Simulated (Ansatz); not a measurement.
# SrTl (Pm-3m): Grüneisen parameters

Aim: how the phonons of SrTl (Pm-3m) shift with volume, and the thermal expansion that follows.

Calculated with Ansatz 0.2.0; DFT PBEsol, scalar-relativistic, plane waves, PAW; PAW set soft_1.

The database entry behind the starting cell is an old determination (1933), so it need not match the best structure at room temperature.

### 1. The starting structure

The structure is cubic, space group Pm-3m (No. 221). Conventional cell: a = 4.016 Å, b = 4.016 Å, c = 4.016 Å, α = 90.00°, β = 90.00°, γ = 90.00°. Nearest to Sr lie 8 Tl at 3.48 Å. Nearest to Tl lie 8 Sr at 3.48 Å. Farther neighbours, and contacts between anions beyond the nearest, are not listed.

### 2. Response at finite wavevector

Stability and thermal properties need the whole zone. Linear response on a 4×4×4 q mesh gives force constants as far as a supercell of that size would.

Input file input.yaml:

```yaml
crystal:
  lattice:
    - [4.0164127665, 0.0, 0.0]
    - [0.0, 4.0164127665, 0.0]
    - [0.0, 0.0, 4.0164127665]
  atoms:
    - { symbol: Sr, position: [0.0, 0.0, 0.0] }
    - { symbol: Tl, position: [0.5, 0.5, 0.5] }
kpoints:
  mp_grid: { grid: [12, 12, 12] }
hamiltonian:
  xc: pbesol
  pseudopotentials: { kind: paw, azcp: { folder: soft_1 }, xc_functional: pbe }
scf:
  occupations: { method: methfessel_paxton, width: 0.2 }
output:
  eigenvalues: true
phonons:
  method: dfpt
  qmesh: [4, 4, 4]
  temperatures: { t_max: 1000, t_step: 50 }
  qpath:
    path:
      - [[0.0, 0.0, 0.0], [0.0, 0.5, 0.0], [0.5, 0.5, 0.0], [0.0, 0.0, 0.0], [0.5, 0.5, 0.5], [0.0, 0.5, 0.0]]
      - [[0.5, 0.5, 0.5], [0.5, 0.5, 0.0]]
    npoints: 10
```

On the command line:

```bash
> ansatz run input.yaml --threads 4 --pin off --max-ram 10240MiB --backend cpu --events-out ev --progress --plain --runs-dir out
```

Output:

```text
Engine: ansatz 0.2.0, aarch64-unknown-linux-gnu
Pseudopotentials: kind: paw
Pseudopotential: Sr, paw, valence charge 10, recommended cutoff 420 eV (normal), soft_1/Sr.paw.azcp
Pseudopotential: Tl, paw, valence charge 13, recommended cutoff 420 eV (normal), soft_1/Tl.paw.azcp
Functional definition: PBEsol
  exchange = pbesol_x
  correlation = pbesol_c
Crystal: 2 atoms, lattice volume = 64.791 Å³
Basis set: ecut = 420 eV, 1309 PW (Γ), exchange–correlation on 54×54×54 points (8 copies of the dense FFT grid, shifted against one another)
Bands: 16, of which v1, the nominal top of the filled ones, is band 12 counted from 1 (11 counted from 0)
Symmetry: 48 space group operations
k-points: 84 of 1728
Non-local potential: Sr, projectors of the file, l = 0: 3, l = 1: 2, l = 2: 2
Non-local potential: Tl, projectors of the file, l = 0: 2, l = 1: 2, l = 2: 2, l = 3: 1
PAW form: soft (Blöchl's): semilocal exchange-correlation on the pseudo side does not see the compensation charge
PAW frozen core: Sr, regenerated for the run's functional, and the local potential with it (the file was generated under x = pbe(κ = 0.804, μ = 0.219515), c = pbe(β = 0.066725))
PAW frozen core: Tl, regenerated for the run's functional, and the local potential with it (the file was generated under x = pbe(κ = 0.804, μ = 0.219515), c = pbe(β = 0.066725))
PAW one-centre angular grid: Sr, 110 points (default); XC on 64 Gauss nodes
PAW one-centre angular grid: Tl, 590 points (default); XC on 64 Gauss nodes
Initial density: superposition of atomic densities (chi_scale 0.1, normalization cell, long waves kept (reshape's long-wave potential 0.00 eV rms))
Initial wavefunctions: pseudopotential atomic-orbital guess
Functional: x = pbesol(κ = 0.804, μ = 0.123457), c = pbesol(β = 0.046)
SCF iter   1: F=—  HF=-14791.344975 eV  |F-HF|=—  |Δ(HF+E_count)|=         —  Δρ=3.35e-2  dr2=1.29e0  ethr=3.10e-3  ⟨swp⟩=7.4  Hψ=8526  notcnv=0
preconditioner: auto → Kerker (q_TF=auto, 2.296 Å⁻¹)  [metal: Δε(μ)=0.046 eV  Ē_g=13.142 eV  σ=0.200 eV  W_gap=0.19  n_scr=18 (ndim 8)  ℏωp=21.1 eV  f_vac=0.000  D(μ)=1.63/eV (n_scr^D=6)]
SCF iter   2: F=—  HF=-14790.964160 eV  |F-HF|=—  |Δ(HF+E_count)|=   3.81e-1  S|Δr|=    0.00e0  Δρ=1.60e-2  dr2=3.35e-1  ethr=3.10e-3  ⟨swp⟩=2.1  Hψ=2960  notcnv=0  defer=2
SCF iter   3: F=—  HF=-14790.851289 eV  |F-HF|=—  |Δ(HF+E_count)|=   1.13e-1  S|Δr|=    0.00e0  Δρ=4.37e-3  dr2=2.11e-2  ethr=1.46e-3  ⟨swp⟩=2.2  Hψ=2463  notcnv=0  defer=5
SCF iter   4: F=—  HF=-14790.843632 eV  |F-HF|=—  |Δ(HF+E_count)|=   7.66e-3  S|Δr|=    0.00e0  Δρ=8.14e-4  dr2=5.18e-4  ethr=9.16e-5  ⟨swp⟩=2.6  Hψ=2327  notcnv=0  defer=6
SCF iter   5: F=—  HF=-14790.843620 eV  |F-HF|=—  |Δ(HF+E_count)|=   1.18e-5  S|Δr|=    0.00e0  Δρ=1.53e-4  dr2=1.54e-5  ethr=2.25e-6  ⟨swp⟩=2.1  Hψ=1658  notcnv=0  defer=6
SCF iter   6: F=—  HF=-14790.843624 eV  |F-HF|=—  |Δ(HF+E_count)|=   4.62e-6  S|Δr|=    0.00e0  Δρ=3.87e-5  dr2=1.94e-6  ethr=6.70e-8  ⟨swp⟩=2.2  Hψ=2337  notcnv=0  defer=6
SCF iter   7: F=—  HF=-14790.843623 eV  |F-HF|=—  |Δ(HF+E_count)|=   9.74e-7  S|Δr|=    0.00e0  Δρ=1.17e-5  dr2=1.02e-7  ethr=8.44e-9  ⟨swp⟩=3.0  Hψ=2267  notcnv=0  defer=8
SCF iter   8: F=—  HF=-14790.843623 eV  |F-HF|=—  |Δ(HF+E_count)|=   1.57e-8  S|Δr|=    0.00e0  Δρ=2.18e-6  dr2=3.60e-9  ethr=4.45e-10  ⟨swp⟩=2.3  Hψ=2031  notcnv=0  defer=8
SCF iter   9: F=—  HF=-14790.843623 eV  |F-HF|=—  |Δ(HF+E_count)|=  3.89e-10  S|Δr|=    0.00e0  Δρ=3.00e-7  dr2=4.65e-11  ethr=1.57e-11  ⟨swp⟩=2.0  Hψ=2018  notcnv=0  defer=8
SCF iter  10: F=-14790.843623 eV  HF=-14790.843623 eV  |F-HF|=1.82e-12  |Δ(HF+E_count)|=  1.27e-11  S|Δr|=    0.00e0  Δρ=6.06e-8  dr2=2.97e-12  ethr=1.00e-12  ⟨swp⟩=9.1  Hψ=8350  notcnv=0
SCF 1 converged in 10 iterations: F = -14790.843623 eV  dr2 = 2.97e-12
  greatest PAW one-centre occupation: 0.987 electrons in one spin orbital (limit 2), on the Sr atom at site 0 (counted from 0), in its partial waves of l = 0
phonons: the bands overlap, so this run is a metal and interpolates without the dipole-dipole term. If the crystal is really an insulator or semiconductor, its LO-TO splitting is missing
NSCF: frozen V_eff on 84 k-points
NSCF: frozen V_eff on 196 k-points
DFPT response loops at q = (0, 0, 0) (fractional): preconditioner auto → Kerker (q_TF=auto, 2.296 Å⁻¹) (partly filled bands, converged f_vac=0.000); β = 1.00, the filter's whole step (`scf.mixing.beta` (0.50) is not read by the response loops under this deck's `scf.mixing.preconditioner`; to damp them name `kerker` or `kerker_dos`, under which they read `scf.mixing.beta`, and type it under 1.00, their step now; both keys bind the ground state too); Broyden in place of MSR1
NSCF: frozen V_eff on 1176 k-points
DFPT response loops at q = (0, 0, 0.25) (fractional): mixed as the last ones told, above
NSCF: frozen V_eff on 686 k-points
DFPT response loops at q = (0, 0, -0.5) (fractional): mixed as the last ones told, above
NSCF: frozen V_eff on 2016 k-points
DFPT response loops at q = (0, 0.25, 0.25) (fractional): mixed as the last ones told, above
NSCF: frozen V_eff on 1176 k-points
DFPT response loops at q = (0, 0.25, -0.5) (fractional): mixed as the last ones told, above
NSCF: frozen V_eff on 686 k-points
DFPT response loops at q = (0, -0.5, -0.5) (fractional): mixed as the last ones told, above
NSCF: frozen V_eff on 1872 k-points
DFPT response loops at q = (0.25, 0.25, 0.25) (fractional): mixed as the last ones told, above
NSCF: frozen V_eff on 2016 k-points
DFPT response loops at q = (0.25, 0.25, -0.5) (fractional): mixed as the last ones told, above
NSCF: frozen V_eff on 1176 k-points
DFPT response loops at q = (0.25, -0.5, -0.5) (fractional): mixed as the last ones told, above
NSCF: frozen V_eff on 392 k-points
DFPT response loops at q = (-0.5, -0.5, -0.5) (fractional): mixed as the last ones told, above
SCF converged after 10 iterations
Stability not checked: this state was not tested for a lower state beside it, because cold or Methfessel-Paxton smearing, or corrected tetrahedra, fill the levels in a way that the test cannot read (fill_not_monotonic; see scf.lower_state_search)
Free energy (F): -14790.843623 eV
Harris-Foulkes:  -14790.843623 eV  (|F-HF|=1.82e-12)
Internal energy: -14790.839499 eV  (E = F + TS)
E sigma→0 (E₀):  -14790.842592 eV
Entropy (-TS):   -0.004124 eV (-2.062 meV/atom)
Fermi energy:    9.151216 eV
--- Per-component energies (eV) ---
  E_band       = -96.757742
  E_kinetic    = 500.019258
  E_local      = -1541.759104  (includes V_loc(G=0)·N_el)
  E_nonlocal   = 550.052008
  E_hartree    = 478.846748
  E_xc         = -357.904613
  E_vxc        = -278.673178  (∫ρ·V_xc dr)
  E_paw        = -12678.331502  (= ΣΔE_a)
  E_vpaw       = -284.090220  (= ΣTr[D̂ρ^β])
  E_aug_tail   = -0.000058  (compensation charges beyond the density's cutoff)
  E_ewald      = -1741.934918
  E_core_change = 0.172681  (= ΣΔE_core)
  E_smearing   = -0.004124  (= −TS)
  E_closure    = 0.000000  (closes the sum)
  Σ components = -14790.843623   (vs F -14790.843623, Δ=0.00e0)
--- Band table (eV; the first three rows and the last of 84) ---
  k-point 0: bands = [... 8 lower, -2.1668, 1.1969, 10.3732, 10.3732, 12.0460, 12.0460, 12.0460, 13.6446]
  k-point 1: bands = [... 8 lower, -2.1662, 1.2687, 10.0902, 10.3943, 11.7882, 11.9138, 11.9138, 14.2816]
  k-point 2: bands = [... 8 lower, -2.1645, 1.4780, 9.2196, 10.4543, 11.6131, 11.6131, 11.8888, 14.2847]
  k-point 83: bands = [... 8 lower, -2.0297, 4.4607, 7.6661, 7.6661, 7.6661, 13.5337, 13.5337, 13.5337]
--- Phonons (Γ-DFPT): 2 representative perturbations + reference (Σ response iterations 6) ---
  ASR residual: 2.147e-5 → 0.000e0 eV/Å²; symmetrization residual: 3.071e-6 eV/Å²
  ASR residual per site (eV/Å²): 1.12e-5 2.15e-5
  Γ frequencies (cm⁻¹): 0.00 0.00 0.00 94.19 94.19 94.19
--- Phonons (arbitrary-q DFPT): 10 irreducible q on the 4×4×4 mesh ---
  q = [0.0000, 0.0000, 0.0000] (star 1, of the zone-centre solve; hermiticity 3.07e-6, symmetrization 2.58e-12): -0.00 -0.00 0.00 94.19 94.19 94.19
  q = [0.0000, 0.0000, 0.2500] (star 6, 4 solved perturbations in 1848 linear systems a pass and spin channel, the states on 588 of 1728 k-point pairs; hermiticity 1.30e-5, symmetrization 6.78e-12): 36.02 36.02 42.31 89.55 89.55 102.04
  q = [0.0000, 0.0000, -0.5000] (star 3, 4 solved perturbations in 1078 linear systems a pass and spin channel, the states on 343 of 1728 k-point pairs; hermiticity 7.30e-14, symmetrization 5.85e-12): 40.09 53.95 53.95 82.35 82.35 114.71
  q = [0.0000, 0.2500, 0.2500] (star 12, 4 solved perturbations in 3108 linear systems a pass and spin channel, the states on 1008 of 1728 k-point pairs; hermiticity 6.50e-6, symmetrization 2.16e-13): 26.76 45.06 54.45 83.13 96.62 107.99
  q = [0.0000, 0.2500, -0.5000] (star 12, 6 solved perturbations on 588 of 1728 k-point pairs; hermiticity 6.06e-6, symmetrization 3.60e-14): 23.60 43.32 54.62 75.42 102.83 113.06
  q = [0.0000, -0.5000, -0.5000] (star 3, 4 solved perturbations in 1078 linear systems a pass and spin channel, the states on 343 of 1728 k-point pairs; hermiticity 2.36e-6, symmetrization 8.45e-13): 11.90 11.90 55.54 68.39 119.53 119.53
  q = [0.2500, 0.2500, 0.2500] (star 8, 2 solved perturbations on 936 of 1728 k-point pairs; hermiticity 6.01e-6, symmetrization 8.13e-13): 42.89 42.89 49.61 95.60 103.64 103.64
  q = [0.2500, 0.2500, -0.5000] (star 12, 4 solved perturbations in 3108 linear systems a pass and spin channel, the states on 1008 of 1728 k-point pairs; hermiticity 5.51e-6, symmetrization 1.12e-12): 16.67 46.70 54.34 97.71 98.49 113.78
  q = [0.2500, -0.5000, -0.5000] (star 6, 4 solved perturbations in 1848 linear systems a pass and spin channel, the states on 588 of 1728 k-point pairs; hermiticity 7.07e-7, symmetrization 3.07e-13): 25.79 25.79 56.84 93.44 113.05 113.05
  q = [-0.5000, -0.5000, -0.5000] (star 1, 2 solved perturbations on 196 of 1728 k-point pairs; hermiticity 1.13e-13, symmetrization 2.03e-12): 30.42 30.42 30.42 107.32 107.32 107.32
  sum rule: each row above includes the acoustic sum rule's correction from the zone centre's row sums; it moved no ω² by more than (0.19 cm⁻¹)²
  mesh force constants: q→R imaginary residual 2.90e-18; ASR residual 2.147e-5 → 0.000e0 eV/Å²; symmetrization residual 2.220e-15 eV/Å²
  interpolated dispersion: 62 rows × 6 modes
  density of states and harmonic sums: on the 16×16×16 q-mesh, interpolated from the force constants of a 4×4×4 supercell (no non-analytic term)
  largest difference from the sums on the solved wave vectors: F 8.98e-3 eV, S 1.30e-5 and C_V 3.98e-6 eV/K
  zero-point energy: 0.025900 eV/cell   skipped modes (ω ≤ 0): 3   left out of the sums: 1.22e-4 of the cell's modes: C_V's classical limit lies that fraction below 3 k_B per atom; for a crystal, a wire or a layer, F and S can be off by more, and a phonons.interpolated_qmesh denser along its periods is the remedy for the sampling
```

Run time: 6.9 min. Hardware: 4 threads of Arm Neoverse V1, shared host; peak memory 2.3 GiB.

This step gave:

| Property | Result |
| --- | --- |
| volume per atom | 32.40 Å³ |
| gap on the k-mesh | 0 eV |
| sum-rule residual before enforcement | 2.15e-5 eV/Å² |
| lowest frequency on the path | 0 cm⁻¹ |
| point group | m-3m |
| highest frequency on path, mesh or solved points | 119.5 cm⁻¹ |
| mean frequency | 69.6 cm⁻¹ |
| Debye temperature (second moment) | 142 K |
| logarithmic mean frequency | 61 cm⁻¹ |
| highest optical mode at the zone centre (no LO-TO term) | 94.19 cm⁻¹ |
| lowest optical zone-centre mode | 94.19 cm⁻¹ |
| lowest mode on the q mesh (acoustic modes at Γ apart) | 11.9 cm⁻¹ |
| zero-point energy per atom | 12.95 meV |
| heat capacity at 300 K | 24.66 J/(mol atoms K) |
| vibrational entropy at 300 K | 55.74 J/(mol atoms K) |
| edges of the widest gap between branches, on path and mesh | 58.7, 68.4 cm⁻¹ |

Frequencies (cm⁻¹) solved at each irreducible wavevector; negative means imaginary. Frequencies by wavevector, by row:

```csv
q in reciprocal lattice units,star,mode 1,mode 2,mode 3,mode 4,mode 5,mode 6
0 0 0,1,0,0,0,94.2,94.2,94.2
0 0 0.25,6,36,36,42.3,89.5,89.5,102
0 0 -0.5,3,40.1,54,54,82.3,82.3,114.7
0 0.25 0.25,12,26.8,45.1,54.5,83.1,96.6,108
0 0.25 -0.5,12,23.6,43.3,54.6,75.4,102.8,113.1
0 -0.5 -0.5,3,11.9,11.9,55.5,68.4,119.5,119.5
0.25 0.25 0.25,8,42.9,42.9,49.6,95.6,103.6,103.6
0.25 0.25 -0.5,12,16.7,46.7,54.3,97.7,98.5,113.8
0.25 -0.5 -0.5,6,25.8,25.8,56.8,93.4,113,113
-0.5 -0.5 -0.5,1,30.4,30.4,30.4,107.3,107.3,107.3
```

Symmetry leaves 10 wavevectors to solve. The lowest mode among them, the acoustic zeros apart, lies at q = (0, -0.5, -0.5) and is real, 11.9 cm⁻¹.

### 3. Relaxing at another volume, volume ratio 0.97

The volume is scaled by 0.97 and held; symmetry leaves nothing to relax, so this is a single point. The modes can then be followed against volume.

input.yaml, the sections that differ from step 2:

```yaml
crystal:
  lattice:
    - [3.9758401666, 0.0, 0.0]
    - [0.0, 3.9758401666, 0.0]
    - [0.0, 0.0, 3.9758401666]
  atoms:
    - { symbol: Sr, position: [0.0, 0.0, 0.0] }
    - { symbol: Tl, position: [0.5, 0.5, 0.5] }
output:
  forces: true
  stress: true
  eigenvalues: true
# kpoints, hamiltonian, scf: as in step 2
# phonons: removed
```

Output:

```text
[...]
Crystal: 2 atoms, lattice volume = 62.847 Å³
Basis set: ecut = 420 eV, 1237 PW (Γ), exchange–correlation on 54×54×54 points (8 copies of the dense FFT grid, shifted against one another)
Bands: 16, of which v1, the nominal top of the filled ones, is band 12 counted from 1 (11 counted from 0)
Symmetry: 48 space group operations
[...]
k-points: 84 of 1728
[...]
--- Band table (eV; the first three rows and the last of 84) ---
  k-point 0: bands = [... 8 lower, -1.8320, 1.4431, 10.7214, 10.7214, 12.4919, 12.4919, 12.4919, 14.3014]
  k-point 1: bands = [... 8 lower, -1.8313, 1.5184, 10.4509, 10.7421, 12.2418, 12.3492, 12.3492, 14.7531]
  k-point 2: bands = [... 8 lower, -1.8294, 1.7378, 9.5934, 10.8005, 12.0276, 12.0276, 12.3313, 14.7480]
  k-point 83: bands = [... 8 lower, -1.6844, 4.8552, 7.9486, 7.9486, 7.9486, 14.0520, 14.0520, 14.0520]
[key lines of the parts left out:]
SCF converged after 7 iterations
Free energy (F): -14790.837834 eV
Fermi energy:    9.512728 eV
P = ⅓ Tr σ = 0.9825 GPa (9.825 kbar)
```

Run time: 1.5 s. Hardware: 4 threads; peak memory 0.38 GiB.

Read from the output:

- pressure: 0.9825 GPa
- volume per atom: 31.42 Å³

The run ends at a pressure of 0.98 GPa.

### 4. Phonons at the other volume, volume ratio 0.97

The phonons are repeated at this volume on the same meshes, so that differences come from the volume alone.

input.yaml, as its differences from that of step 3:

```diff
@@ -16,4 +16,11 @@
 output:
-  forces: true
-  stress: true
   eigenvalues: true
+phonons:
+  method: dfpt
+  qmesh: [4, 4, 4]
+  temperatures: { t_max: 1000, t_step: 50 }
+  qpath:
+    path:
+      - [[0.0, 0.0, 0.0], [0.0, 0.5, 0.0], [0.5, 0.5, 0.0], [0.0, 0.0, 0.0], [0.5, 0.5, 0.5], [0.0, 0.5, 0.0]]
+      - [[0.5, 0.5, 0.5], [0.5, 0.5, 0.0]]
+    npoints: 10
```

Output:

```text
[...]
Crystal: 2 atoms, lattice volume = 62.847 Å³
Basis set: ecut = 420 eV, 1237 PW (Γ), exchange–correlation on 54×54×54 points (8 copies of the dense FFT grid, shifted against one another)
Bands: 16, of which v1, the nominal top of the filled ones, is band 12 counted from 1 (11 counted from 0)
Symmetry: 48 space group operations
k-points: 84 of 1728
[...]
SCF iter   1: F=—  HF=-14791.358885 eV  |F-HF|=—  |Δ(HF+E_count)|=         —  Δρ=3.48e-2  dr2=1.34e0  ethr=3.10e-3  ⟨swp⟩=7.5  Hψ=8522  notcnv=0
[...]
SCF iter  10: F=-14790.837834 eV  HF=-14790.837834 eV  |F-HF|=5.46e-12  |Δ(HF+E_count)|=  3.64e-12  S|Δr|=    0.00e0  Δρ=6.15e-8  dr2=2.85e-12  ethr=1.00e-12  ⟨swp⟩=9.0  Hψ=8378  notcnv=0
SCF 1 converged in 10 iterations: F = -14790.837834 eV  dr2 = 2.85e-12
[...]
NSCF: frozen V_eff on 84 k-points
[...]
SCF converged after 10 iterations
[...]
Free energy (F): -14790.837834 eV
[...]
Internal energy: -14790.834280 eV  (E = F + TS)
E sigma→0 (E₀):  -14790.836945 eV
Entropy (-TS):   -0.003553 eV (-1.777 meV/atom)
Fermi energy:    9.512735 eV
[...]
--- Band table (eV; the first three rows and the last of 84) ---
  k-point 0: bands = [... 8 lower, -1.8318, 1.4431, 10.7214, 10.7214, 12.4919, 12.4919, 12.4919, 14.3014]
  k-point 1: bands = [... 8 lower, -1.8311, 1.5184, 10.4509, 10.7421, 12.2418, 12.3492, 12.3492, 14.7532]
  k-point 2: bands = [... 8 lower, -1.8293, 1.7378, 9.5934, 10.8006, 12.0276, 12.0276, 12.3313, 14.7482]
  k-point 83: bands = [... 8 lower, -1.6843, 4.8552, 7.9486, 7.9486, 7.9486, 14.0520, 14.0520, 14.0520]
[...]
ASR residual: 2.634e-5 → 0.000e0 eV/Å²; symmetrization residual: 8.295e-6 eV/Å²
  ASR residual per site (eV/Å²): 2.63e-5 7.44e-6
  Γ frequencies (cm⁻¹): 0.00 0.00 0.00 99.43 99.43 99.43
--- Phonons (arbitrary-q DFPT): 10 irreducible q on the 4×4×4 mesh ---
[...]
interpolated dispersion: 62 rows × 6 modes
[...]
```

Run time: 6.7 min. Hardware: 4 threads; peak memory 2.3 GiB; 27 min of CPU time.

This step gave:

```
sum-rule residual before enforcement                       : 2.63e-5 eV/Å²
highest frequency on path, mesh or solved points           : 125.6 cm⁻¹
mean frequency                                             : 73.2 cm⁻¹
Debye temperature (second moment)                          : 150 K
logarithmic mean frequency                                 : 63.9 cm⁻¹
highest optical mode at the zone centre (no LO-TO term)    : 99.43 cm⁻¹
lowest optical zone-centre mode                            : 99.43 cm⁻¹
lowest mode on the q mesh (acoustic modes at Γ apart)      : 8.31 cm⁻¹
zero-point energy per atom                                 : 13.61 meV
heat capacity at 300 K                                     : 24.63 J/(mol atoms K)
vibrational entropy at 300 K                               : 54.61 J/(mol atoms K)
edges of the widest gap between branches, on path and mesh : 61.8, 72.4 cm⁻¹
```

Frequencies (cm⁻¹) solved at each irreducible wavevector; negative means imaginary. Frequencies by wavevector, by row:

```csv
q in reciprocal lattice units,star,mode 1,mode 2,mode 3,mode 4,mode 5,mode 6
0 0 0,1,0,0,0,99.4,99.4,99.4
0 0 0.25,6,37.9,37.9,44.5,94.7,94.7,107.6
0 0 -0.5,3,43,56.7,56.7,87.3,87.3,120.2
0 0.25 0.25,12,26.8,47.4,57.4,88,101.8,113.7
0 0.25 -0.5,12,24.6,45,57.3,79.9,108.4,118.6
0 -0.5 -0.5,3,8.3,8.3,58.1,72.4,125.6,125.6
0.25 0.25 0.25,8,44.8,44.8,51.8,100.6,109.2,109.2
0.25 0.25 -0.5,12,16.7,48.5,57.6,103,103.6,119.3
0.25 -0.5 -0.5,6,27.8,27.8,60.1,98.2,118.6,118.6
-0.5 -0.5 -0.5,1,35.6,35.6,35.6,112.8,112.8,112.8
```

The highest optical mode at the zone centre (no LO-TO term) is 99.4 cm⁻¹, +5.2 cm⁻¹ against the base run.

(Continued in part 2 of 2.)

[Long decimals in the printed logs are rounded to 6 places.]

[Logs are printed without paths, hosts, clocks, repeated set-up lines and the standing remarks that a program may print on its own settings, such as how far it seeks lower states.]

[Hosts, paths, dates, database ids (printed as entryN), source tags and the programs' standing remarks are cut or masked in the printed files.]

[Where the starting crystal was built by hand or by swapping elements, it need not be the compound's stable phase.]
